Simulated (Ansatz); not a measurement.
# Ag(111) film, 1 layer, flat: channels in plane against thickness

Wanted: in-plane conductance by layer count, from Ag(111) film, 1 layer, flat.

Calculated with Ansatz 0.2.0; Ansatz plane-wave DFT, PBE, PAW files; ballistic transport by layer matching (Landauer), zero bias.

### Step 1. The starting structure

The cell holds 2 atoms: 2 Ag. Its edges and angles: a = 11.000 Å, b = 2.889 Å, c = 5.005 Å, α = 90.0°, β = 90.0°, γ = 90.0°. It derives from Ag. Vacuum lies along a. The structure's axis is c.

Coordinates:

```cif
data_structure
_symmetry_space_group_name_H-M 'P 1'
_symmetry_Int_Tables_number 1
_cell_length_a 11.0000
_cell_length_b 2.8894
_cell_length_c 5.0046
_cell_angle_alpha 90.000
_cell_angle_beta 90.000
_cell_angle_gamma 90.000
_cell_volume 159.06
loop_
_atom_site_label
_atom_site_type_symbol
_atom_site_fract_x
_atom_site_fract_y
_atom_site_fract_z
_atom_site_occupancy
Ag1 Ag 0.40909 0.00000 0.00000 1
Ag2 Ag 0.40909 0.50000 0.50000 1
```

### Step 2. With 1 layer

Vacuum lies along the first vector, which takes one k-point, and the current runs in the film's plane. One period is a perfect wire, so its channels are the result. Energies from -0.27 to 0.27 eV in steps of 0.036 eV cover the slope of the Fermi function at 300 K, so the program can form a conductance.

Input file input.yaml:

```yaml
crystal:
  lattice:
    - [11.0, 0.0, 0.0]
    - [0.0, 2.8893797293, 0.0]
    - [0.0, 0.0, 5.0045524935]
  atoms:
    - { symbol: Ag, position: [0.4090909091, 0.0, 0.0] }
    - { symbol: Ag, position: [0.4090909091, 0.5, 0.5] }
kpoints:
  mp_grid: { grid: [1, 14, 8] }
hamiltonian:
  xc: pbe
scf:
  occupations: { method: fermi_dirac, width: 0.1 }
output:
  transmission:
    leads: [[0, 0]]
    kmesh: [1, 42]
    e_range: [-0.27, 0.27]
    de: 0.036
```

The run is started by

```sh
$ ansatz run input.yaml --threads 4 --pin off --max-ram 8192MiB --backend cpu --events-out ev --progress --plain --runs-dir out
```

Numbers of over 12 decimals in the logs are rounded to 6 here.

The log of the run:

```text
Engine: ansatz 0.2.0, x86_64-unknown-linux-gnu
Pseudopotentials: kind: paw
Pseudopotential: Ag, paw, valence charge 19, recommended cutoff 420 eV (normal), Ag.paw.azcp
Functional definition: PBE
  parameter kappa = 0.804
  parameter beta = 0.066725
  exchange = pbe_x(kappa = kappa, mu = beta*pi^2/3)
  correlation = pbe_c(beta = beta)
Crystal: 2 atoms, lattice volume = 159.061 Å³
Basis set: ecut = 420 eV, 3121 PW (Γ)
Bands: 23, of which v1, the nominal top of the filled ones, is band 19 counted from 1 (18 counted from 0)
Symmetry: 16 space group operations
Space group: P6/mmm (ITA 191), of the structure as read, at distance tolerance 5.4e-5 Å
k-points: 40 of 112
Non-local potential: Ag, projectors of the file, l = 0: 3, l = 1: 2, l = 2: 2, l = 3: 1
PAW form: soft (Blöchl's): semilocal exchange-correlation on the pseudo side does not see the compensation charge
PAW one-centre angular grid: Ag, 590 points (default); XC on 64 Gauss nodes
Initial density: superposition of atomic densities (neutral atoms: chi_scale 0, normalization atom), corrected by the library's trained network
Initial wavefunctions: pseudopotential atomic-orbital guess
Functional: x = pbe(κ = 0.804, μ = 0.219515), c = pbe(β = 0.066725)
SCF iter   1: F=—  HF=-15180.073298 eV  |F-HF|=—  |Δ(HF+E_count)|=         —  Δρ=9.72e-4  dr2=5.14e-3  ethr=1.77e-3  ⟨swp⟩=5.9  Hψ=3924  notcnv=0
preconditioner: auto → LDOS  [metal: Δε(μ)=0.062 eV  Ē_g=7.637 eV  σ=0.100 eV  W_gap=0.15  n_scr=20 (ndim 8)  ℏωp=13.8 eV  f_vac=0.657  D(μ)=0.60/eV (n_scr^D=2)  β→1.0]
SCF iter   2: F=—  HF=-15180.071537 eV  |F-HF|=—  |Δ(HF+E_count)|=   1.76e-3  Δρ=5.38e-4  dr2=5.58e-4  ethr=1.35e-5  ⟨swp⟩=2.2  Hψ=1918  notcnv=0
SCF iter   3: F=—  HF=-15180.071680 eV  |F-HF|=—  |Δ(HF+E_count)|=   1.43e-4  Δρ=8.15e-4  dr2=8.74e-4  ethr=1.47e-6  ⟨swp⟩=2.0  Hψ=1658  notcnv=0
SCF iter   4: F=—  HF=-15180.071430 eV  |F-HF|=—  |Δ(HF+E_count)|=   2.50e-4  Δρ=7.60e-5  dr2=1.14e-5  ethr=1.47e-6  ⟨swp⟩=2.0  Hψ=1541  notcnv=0
SCF iter   5: F=—  HF=-15180.071435 eV  |F-HF|=—  |Δ(HF+E_count)|=   4.81e-6  Δρ=8.33e-6  dr2=1.06e-7  ethr=2.99e-8  ⟨swp⟩=2.0  Hψ=1347  notcnv=0
SCF iter   6: F=-15180.071435 eV  HF=-15180.071435 eV  |F-HF|=3.75e-10  |Δ(HF+E_count)|=   9.34e-8  Δρ=1.03e-6  dr2=1.19e-9  ethr=2.63e-10  ⟨swp⟩=5.5  Hψ=2794  notcnv=0
SCF 1 converged in 6 iterations: F = -15180.071435 eV  dr2 = 1.19e-9
  greatest PAW one-centre occupation: 1.000 electrons in one spin orbital (limit 2), on the Ag atom at site 1 (counted from 0), in its partial waves of l = 0
transmission: 21 of 154 steps passed
transmission: 35 of 154 steps passed
[...]
transmission: 154 of 154 steps passed
SCF converged after 6 iterations
Free energy (F): -15180.071435 eV
Harris-Foulkes:  -15180.071435 eV  (|F-HF|=3.75e-10)
Internal energy: -15180.052176 eV  (E = F + TS)
E sigma→0 (E₀):  -15180.061805 eV
Entropy (-TS):   -0.019259 eV (-9.630 meV/atom)
Fermi energy:    0.089087 eV
--- Per-component energies (eV) ---
  E_band       = -1094.746761
  E_kinetic    = 1053.793366
  E_local      = -16830.628648  (includes V_loc(G=0)·N_el)
  E_nonlocal   = 161.509787
  E_hartree    = 7906.673518
  E_xc         = -367.026974
  E_vxc        = -465.841095  (∫ρ·V_xc dr)
  E_paw        = -7806.120551  (= ΣΔE_a)
  E_vpaw       = -826.923742  (= ΣTr[D̂ρ^β])
  E_aug_tail   = 0.000638  (compensation charges beyond the density's cutoff)
  E_ewald      = 701.746690
  E_smearing   = -0.019259  (= −TS)
  E_closure    = -0.000000  (closes the sum)
  Σ components = -15180.071435   (vs F -15180.071435, Δ=0.00e0)
--- Band table (eV; the first three rows and the last of 40) ---
  k-point 0: bands = [... 15 lower, -2.9364, -2.7249, -2.7217, -2.1633, 1.2522, 2.0767, 4.1948, 4.5860]
  k-point 1: bands = [... 15 lower, -2.9480, -2.8064, -2.7357, -2.2379, 1.2197, 1.4058, 4.2852, 5.6267]
  k-point 2: bands = [... 15 lower, -2.9618, -2.8143, -2.7663, -2.4443, -0.0946, 1.8336, 4.5569, 5.2757]
  k-point 39: bands = [... 15 lower, -2.9373, -2.1642, -2.1642, 2.0744, 2.0744, 4.5855, 4.5855, 7.0277]
--- Transmission ---
  basis      : 273 plane waves across, 7 finite elements along
  points     : 22, standing for a mesh of 1 x 42
  filling    : by the input's occupations and mesh, since the crystals that have channels conduct as metals do. If one of these is a semiconductor, that mesh has misplaced its level
  energies   : 16 from -0.270000 to 0.270000 eV about the Fermi level, 0.036000 eV apart; the leads are filled to 0.000000 eV, and channels, transmission and decay are at 0.018000 eV
  crystal 0  : Ag2, at the sites [0, 0], period 5.0046 Å: whole cells are its period
    offset         : up to 0.0000 Å between an atom of the period and one for which it stands
    filled         : 60.2 meV over the level at which it is neutral
    channels       : 8.333333e-1 a spin
    conductance    : 2.0321e14 S/m² at 300 K; may be off by some 0.0 % by where its bands' edges are placed, 9.8 % from the k-mesh, 0.0 % from the distance to neutral
    slowest decay  : 0.4298 /Å at (0.0000, 0.4286)
```

The job ended after 62 s (4 threads of Intel Xeon 6975P-C (Granite Rapids), shared host; peak memory 1 GiB; 3.9 min of CPU time).

In the SCF lines HF is the Harris–Foulkes energy and dr2 the Hartree energy of the density residual, in eV; the loop may stop once dr2 is under the threshold and the program's other checks hold. Hψ counts applications of the Hamiltonian.

This step gave:

```
free energy                                : -15180.0714 eV
energy at zero smearing                    : -15180.0618 eV
Fermi energy                               : 0.08909 eV
cell area                                  : 31.78 Å²
estimated errors of the lead's conductance : 0, 9.8, 0 % (band edges, k-mesh, distance from neutral)
lead conductance per cell                  : 0.8336 G₀
```

Per spin. The open channels, zone mean, lead by energy, zero at the Fermi level:

```tsv
energy (eV)	open channels, zone mean, lead
-0.270	0.833
-0.234	0.833
-0.198	0.833
-0.162	0.833
-0.126	0.833
-0.090	0.833
-0.054	0.833
-0.018	0.833
0.018	0.833
0.054	0.833
0.090	0.833
0.126	0.833
0.162	0.881
0.198	0.881
0.234	0.881
0.270	0.881
```

The program's largest error estimate for it is 9.8 %, from the k-mesh.

### Step 3. With 2 layers, thickness 4.718 A

The film grows to 2 layers.

System of this step: Ag(111) film, 2 layers, flat. The cell holds 4 atoms: 4 Ag. Cell: a = 13.359 Å, b = 2.889 Å, c = 5.005 Å, α = 90.0°, β = 90.0°, γ = 90.0°. It derives from Ag. Vacuum lies along a. The structure's axis is c.

input.yaml, the sections that differ from step 2:

```yaml
crystal:
  lattice:
    - [13.35916867, 0.0, 0.0]
    - [0.0, 2.8893797293, 0.0]
    - [0.0, 0.0, 5.0045524935]
  atoms:
    - { symbol: Ag, position: [0.3368473077, 0.0, 0.0] }
    - { symbol: Ag, position: [0.3368473077, 0.5, 0.5] }
    - { symbol: Ag, position: [0.5134427777, 0.0, 0.3333333333] }
    - { symbol: Ag, position: [0.5134427777, 0.5, 0.8333333333] }
# kpoints, hamiltonian, scf, output: as in step 2
```

The log of the run:

```text
[...]
Crystal: 4 atoms, lattice volume = 193.174 Å³
Basis set: ecut = 420 eV, 3793 PW (Γ)
Bands: 46, of which v1, the nominal top of the filled ones, is band 38 counted from 1 (37 counted from 0)
Symmetry: 8 space group operations
[...]
k-points: 40 of 112
[...]
--- Transmission ---
  basis      : 333 plane waves across, 7 finite elements along
  points     : 22, standing for a mesh of 1 x 42
[...]
crystal 0  : Ag4, at the sites [0, 0], period 5.0046 Å: whole cells are its period
[...]
filled         : 66.1 meV over the level at which it is neutral
    channels       : 1.666667e0 a spin
[...]
slowest decay  : 0.4312 /Å at (0.0000, 0.5000)
[key lines of the parts left out:]
SCF converged after 6 iterations
Free energy (F): -30360.901233 eV
Fermi energy:    3.248273 eV
```

Wall time 1.9 min (4 threads); peak memory 1.5 GiB; 7.2 min of CPU time.

This step gave:

| Quantity | Value |
| --- | --- |
| free energy | -30360.9012 eV |
| energy at zero smearing | -30360.8808 eV |
| Fermi energy | 3.248 eV |
| cell area | 38.60 Å² |
| estimated errors of the lead's conductance | 0, 8.6, 0.3 % (band edges, k-mesh, distance from neutral) |
| lead conductance per cell | 1.666 G₀ |

Per spin. Open channels, zone mean, lead against energy, zero at the Fermi level:

```tsv
energy (eV)	open channels, zone mean, lead
-0.270	1.57
-0.234	1.62
-0.198	1.62
-0.162	1.62
-0.126	1.62
-0.090	1.67
-0.054	1.67
-0.018	1.67
0.018	1.67
0.054	1.67
0.090	1.67
0.126	1.67
0.162	1.67
0.198	1.71
0.234	1.71
0.270	1.76
```

The lead conductance per cell is 1.67 G₀, 2.0 times the 0.834 G₀ of the last finished run.

### Step 4. With 3 layers, thickness 7.078 A

The film grows to 3 layers.

System of this step: Ag(111) film, 3 layers, flat. The cell holds 6 atoms: 6 Ag. Cell: a = 15.718 Å, b = 2.889 Å, c = 5.005 Å, α = 90.0°, β = 90.0°, γ = 90.0°. It derives from Ag. Vacuum lies along a. The structure's axis is c.

input.yaml, the sections that differ from step 3:

```yaml
crystal:
  lattice:
    - [15.7183373399, 0.0, 0.0]
    - [0.0, 2.8893797293, 0.0]
    - [0.0, 0.0, 5.0045524935]
  atoms:
    - { symbol: Ag, position: [0.2862898221, 0.0, 0.0] }
    - { symbol: Ag, position: [0.2862898221, 0.5, 0.5] }
    - { symbol: Ag, position: [0.4363800395, 0.0, 0.3333333333] }
    - { symbol: Ag, position: [0.4363800395, 0.5, 0.8333333333] }
    - { symbol: Ag, position: [0.586470257, 0.0, 0.6666666667] }
    - { symbol: Ag, position: [0.586470257, 0.5, 0.1666666667] }
# kpoints, hamiltonian, scf, output: as in step 3
```

The log of the run:

```text
[...]
Crystal: 6 atoms, lattice volume = 227.288 Å³
Basis set: ecut = 420 eV, 4465 PW (Γ)
Bands: 69, of which v1, the nominal top of the filled ones, is band 57 counted from 1 (56 counted from 0)
[... 1 set-up line as in the run before ...]
[...]
k-points: 40 of 112
[...]
k-point 39: bands = [... 53 lower, 2.7047, 5.7028, 5.7028, 6.6490, 6.6490, 7.0161, 7.0161, 9.5330, ... 8 higher]
--- Transmission ---
  basis      : 389 plane waves across, 7 finite elements along
  points     : 22, standing for a mesh of 1 x 42
[...]
crystal 0  : Ag6, at the sites [0, 0], period 5.0046 Å: whole cells are its period
[...]
filled         : 26.5 meV under the level at which it is neutral
    channels       : 2.404762e0 a spin
[...]
[key lines of the parts left out:]
SCF converged after 6 iterations
Free energy (F): -45541.961344 eV
Fermi energy:    5.363037 eV
```

It took 3.4 min on 4 threads; peak memory 2 GiB.

This step gave:

```
free energy                                : -45541.9613 eV
energy at zero smearing                    : -45541.9292 eV
Fermi energy                               : 5.363 eV
cell area                                  : 45.42 Å²
estimated errors of the lead's conductance : 0, 6.4, 0.3 % (band edges, k-mesh, distance from neutral)
lead conductance per cell                  : 2.409 G₀
```

Per spin. Table of open channels, zone mean, lead by energy, zero at the Fermi level:

```tsv
energy (eV)	open channels, zone mean, lead
-0.270	2.26
-0.234	2.31
-0.198	2.31
-0.162	2.31
-0.126	2.40
-0.090	2.40
-0.054	2.40
-0.018	2.40
0.018	2.40
0.054	2.40
0.090	2.45
0.126	2.45
0.162	2.45
0.198	2.45
0.234	2.5
0.270	2.5
```

The lead conductance per cell is 2.41 G₀, 45 % over the 1.67 G₀ of the last finished run.

### Step 5. With 4 layers, thickness 9.437 A

The film grows to 4 layers.

System of this step: Ag(111) film, 4 layers, flat. The cell holds 8 atoms: 8 Ag. Cell: a = 18.078 Å, b = 2.889 Å, c = 5.005 Å, α = 90.0°, β = 90.0°, γ = 90.0°. It derives from Ag. Vacuum lies along a. The structure's axis is c.

input.yaml, the sections that differ from step 4:

```yaml
crystal:
  lattice:
    - [18.0775060099, 0.0, 0.0]
    - [0.0, 2.8893797293, 0.0]
    - [0.0, 0.0, 5.0045524935]
  atoms:
    - { symbol: Ag, position: [0.2489281429, 0.0, 0.0] }
    - { symbol: Ag, position: [0.2489281429, 0.5, 0.5] }
    - { symbol: Ag, position: [0.3794311376, 0.0, 0.3333333333] }
    - { symbol: Ag, position: [0.3794311376, 0.5, 0.8333333333] }
    - { symbol: Ag, position: [0.5099341322, 0.0, 0.6666666667] }
    - { symbol: Ag, position: [0.5099341322, 0.5, 0.1666666667] }
    - { symbol: Ag, position: [0.6404371269, 0.0, 0.0] }
    - { symbol: Ag, position: [0.6404371269, 0.5, 0.5] }
# kpoints, hamiltonian, scf, output: as in step 4
```

The log of the run:

```text
[...]
Crystal: 8 atoms, lattice volume = 261.402 Å³
Basis set: ecut = 420 eV, 5121 PW (Γ)
Bands: 92, of which v1, the nominal top of the filled ones, is band 76 counted from 1 (75 counted from 0)
[... 1 set-up line as in the run before ...]
[...]
k-points: 40 of 112
[...]
k-point 39: bands = [... 72 lower, 7.0555, 7.0555, 7.8574, 7.8574, 8.3776, 8.3776, 8.5790, 8.5790, ... 12 higher]
--- Transmission ---
  basis      : 449 plane waves across, 7 finite elements along
  points     : 22, standing for a mesh of 1 x 42
[...]
crystal 0  : Ag8, at the sites [0, 0], period 5.0046 Å: whole cells are its period
[...]
filled         : 3.8 meV over the level at which it is neutral
    channels       : 3.190476e0 a spin
[...]
[key lines of the parts left out:]
SCF converged after 7 iterations
Free energy (F): -60723.072549 eV
Fermi energy:    6.987046 eV
```

Elapsed: 5.6 min, on 4 threads; peak memory 2.7 GiB; 21 min of CPU time.

This step gave:

* free energy: -60723.0725 eV
* energy at zero smearing: -60723.0345 eV
* Fermi energy: 6.987 eV
* cell area: 52.23 Å²
* estimated errors of the lead's conductance: 0, 3.6, 0 % (band edges, k-mesh, distance from neutral)
* lead conductance per cell: 3.178 G₀

Per spin. The open channels, zone mean, lead by energy, zero at the Fermi level:

```tsv
energy (eV)	open channels, zone mean, lead
-0.270	3.05
-0.234	3.10
-0.198	3.10
-0.162	3.10
-0.126	3.10
-0.090	3.10
-0.054	3.14
-0.018	3.19
0.018	3.19
0.054	3.19
0.090	3.12
0.126	3.12
0.162	3.21
0.198	3.17
0.234	3.24
0.270	3.24
```

The lead conductance per cell is 3.18 G₀, 32 % over the 2.41 G₀ of the last finished run.

### Step 6. With 5 layers, thickness 11.796 A

The film grows to 5 layers.

System of this step: Ag(111) film, 5 layers, flat. The cell holds 10 atoms: 10 Ag. Cell: a = 20.437 Å, b = 2.889 Å, c = 5.005 Å, α = 90.0°, β = 90.0°, γ = 90.0°. It derives from Ag. Vacuum lies along a. The structure's axis is c.

input.yaml, the sections that differ from step 5:

```yaml
crystal:
  lattice:
    - [20.4366746799, 0.0, 0.0]
    - [0.0, 2.8893797293, 0.0]
    - [0.0, 0.0, 5.0045524935]
  atoms:
    - { symbol: Ag, position: [0.2201923782, 0.0, 0.0] }
    - { symbol: Ag, position: [0.2201923782, 0.5, 0.5] }
    - { symbol: Ag, position: [0.3356303693, 0.0, 0.3333333333] }
    - { symbol: Ag, position: [0.3356303693, 0.5, 0.8333333333] }
    - { symbol: Ag, position: [0.4510683604, 0.0, 0.6666666667] }
    - { symbol: Ag, position: [0.4510683604, 0.5, 0.1666666667] }
    - { symbol: Ag, position: [0.5665063515, 0.0, 0.0] }
    - { symbol: Ag, position: [0.5665063515, 0.5, 0.5] }
    - { symbol: Ag, position: [0.6819443426, 0.0, 0.3333333333] }
    - { symbol: Ag, position: [0.6819443426, 0.5, 0.8333333333] }
# kpoints, hamiltonian, scf, output: as in step 5
```

The log of the run:

```text
[...]
Crystal: 10 atoms, lattice volume = 295.515 Å³
Basis set: ecut = 420 eV, 5785 PW (Γ)
Bands: 114, of which v1, the nominal top of the filled ones, is band 95 counted from 1 (94 counted from 0)
[... 1 set-up line as in the run before ...]
[...]
k-points: 40 of 112
[...]
--- Transmission ---
  basis      : 513 plane waves across, 7 finite elements along
  points     : 22, standing for a mesh of 1 x 42
[...]
crystal 0  : Ag10, at the sites [0, 0], period 5.0046 Å: whole cells are its period
[...]
filled         : 29.8 meV under the level at which it is neutral
    channels       : 3.761905e0 a spin
[...]
slowest decay  : 0.1033 /Å at (0.0000, 0.5000)
[key lines of the parts left out:]
SCF converged after 7 iterations
Free energy (F): -75904.151078 eV
Fermi energy:    8.176116 eV
```

Wall time 8.5 min (4 threads); peak memory 3.4 GiB.

Numbers from this step:

| Property | Result |
| --- | --- |
| free energy | -75904.1511 eV |
| energy at zero smearing | -75904.0985 eV |
| Fermi energy | 8.176 eV |
| cell area | 59.05 Å² |
| estimated errors of the lead's conductance | 0, 6.8, 0.1 % (band edges, k-mesh, distance from neutral) |
| lead conductance per cell | 3.793 G₀ |

Per spin. Open channels, zone mean, lead against energy, zero at the Fermi level:

```tsv
energy (eV)	open channels, zone mean, lead
-0.270	3.79
-0.234	3.79
-0.198	3.79
-0.162	3.83
-0.126	3.83
-0.090	3.88
-0.054	3.88
-0.018	3.81
0.018	3.76
0.054	3.76
0.090	3.81
0.126	3.90
0.162	3.98
0.198	4.02
0.234	3.88
0.270	3.98
```

The lead conductance per cell is 3.79 G₀, 19 % over the 3.18 G₀ of the last finished run.

### Step 7. Cost and result by level

Times are for 4 threads of Intel Xeon 6975P-C (Granite Rapids), shared host. The series side by side:

```tsv
no.	layers	lead conductance per cell (G₀)	time	memory (GiB)
1	1	0.8336	62 s	1.0
2	2	1.666	1.9 min	1.5
3	3	2.409	3.4 min	2.0
4	4	3.178	5.6 min	2.7
5	5	3.793	8.5 min	3.4
```

The runs together. The open channels, zone mean by energy, zero at the Fermi level:

```tsv
energy (eV)	1	2	3	4	5
-0.270	0.833	1.57	2.26	3.05	3.79
-0.234	0.833	1.62	2.31	3.10	3.79
-0.198	0.833	1.62	2.31	3.10	3.79
-0.162	0.833	1.62	2.31	3.10	3.83
-0.126	0.833	1.62	2.40	3.10	3.83
-0.090	0.833	1.67	2.40	3.10	3.88
-0.054	0.833	1.67	2.40	3.14	3.88
-0.018	0.833	1.67	2.40	3.19	3.81
0.018	0.833	1.67	2.40	3.19	3.76
0.054	0.833	1.67	2.40	3.19	3.76
0.090	0.833	1.67	2.45	3.12	3.81
0.126	0.833	1.67	2.45	3.12	3.90
0.162	0.881	1.67	2.45	3.21	3.98
0.198	0.881	1.71	2.45	3.17	4.02
0.234	0.881	1.71	2.5	3.24	3.88
0.270	0.881	1.76	2.5	3.24	3.98
```

### Step 8. Results

```
conductance per cell, 1 layer  : 0.834 G₀
conductance per cell, 2 layers : 1.67 G₀
conductance per cell, 3 layers : 2.41 G₀
conductance per cell, 4 layers : 3.18 G₀
conductance per cell, 5 layers : 3.79 G₀
```

What this shows: The conductance per cell width goes from 0.834 G0 at 1 to 3.79 G0 at 5 layers. Over the film's own cross-section (layers × spacing × width) the conductance runs from 0.95 to 0.86×10¹⁵ S/m²; that nominal section leaves out the charge that spills into the vacuum, which flatters the thinnest films. The gains from one thickness to the next are 0.83, 0.74, 0.77 and 0.62 G0 per added layer; their spread isn't beyond the error estimates. The film repeats perfectly along the current, so nothing scatters; its faces are clean and not relaxed. The program's error estimates for the conductances, leads' steps apart, run from 3.6 to 9.8 %.

[Logs are printed without paths, hosts, clocks, repeated set-up lines and the standing remarks that a program may print on its own settings, such as how far it seeks lower states.]

[Hosts, paths, dates, database ids (printed as entryN), source tags and the programs' standing remarks are cut or masked in the printed files.]
